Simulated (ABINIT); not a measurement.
# GaN (P6_3mc): how ε∞ follows the gap

The empty bands of GaN (P6_3mc) are shifted up rigidly by Δ, and ε∞ along x is computed for each shift. x, y and z are the Cartesian axes of the input cell.

Symmetry: P6_3mc, No. 186, hexagonal system. Conventional cell: a = 3.180 Å, b = 3.180 Å, c = 5.166 Å, α = 90.00°, β = 90.00°, γ = 120.00°. Around Ga on site b lie 4 N at 1.94 to 1.95 Å. N on site b is surrounded by 4 Ga at 1.94 to 1.95 Å.

Method: ABINIT 10.8.3, LDA, independent particles, k-mesh 12×12×7, Lorentzian half width 0.04 eV.

Launch of the response step: `optic optic.abi`. The series took 6.6 min in all, its band step included, on 4 threads of AMD EPYC (Zen 3), with other jobs on the host.

| Δ (eV) | ε∞ along x |
| --- | --- |
| 0.00 | 5.829 |
| 0.40 | 5.561 |
| 0.80 | 5.327 |
| 1.20 | 5.120 |
| 1.60 | 4.935 |
| 2.00 | ? |

With one effective transition at E₀ and fixed dipole strength, ε∞ − 1 = A/(E₀ + Δ), so 1/(ε∞ − 1) is linear in Δ.

Working, on the rows shown:

| x = Δ (eV) | y = 1/(ε∞ − 1) |
| --- | --- |
| 0 | 0.207082 |
| 0.4 | 0.21925 |
| 0.8 | 0.231107 |
| 1.2 | 0.242718 |
| 1.6 | 0.25413 |

Means: x̄ = 0.8, ȳ = 0.23086. Σ(x − x̄)(y − ȳ) = 0.04703, Σ(x − x̄)² = 1.6. Slope = 0.04703 / 1.6 = 0.02939; intercept = ȳ − slope · x̄ = 0.20734. Turned back into ε∞ along x, the line misses the rows shown by at most 0.0061.

Task: Fill in the last column of the withheld row.

Result: At x = 2 the line gives y = 0.26613, that is 4.758. The run gave 4.768, so the extrapolation is off by 0.01, 1.0 % of the range in the table.

Refitted with all rows, the slope is 0.02913 and the intercept 0.20748. These give E₀ = intercept/slope = 7.1 eV, far above the least direct gap of 2.01 eV: most of the screening comes from transitions well over the edge. Over the first step ε∞ falls by 11 % per eV. The cell comes from an older database entry, whose edges can be off by a per cent or so. Excitons are left out and so are local fields; LDA gaps are as a rule too small. The values come from a sum over the points of one k-mesh and carry its error, which grows as the direct gap shrinks. Spin-orbit coupling is left out.
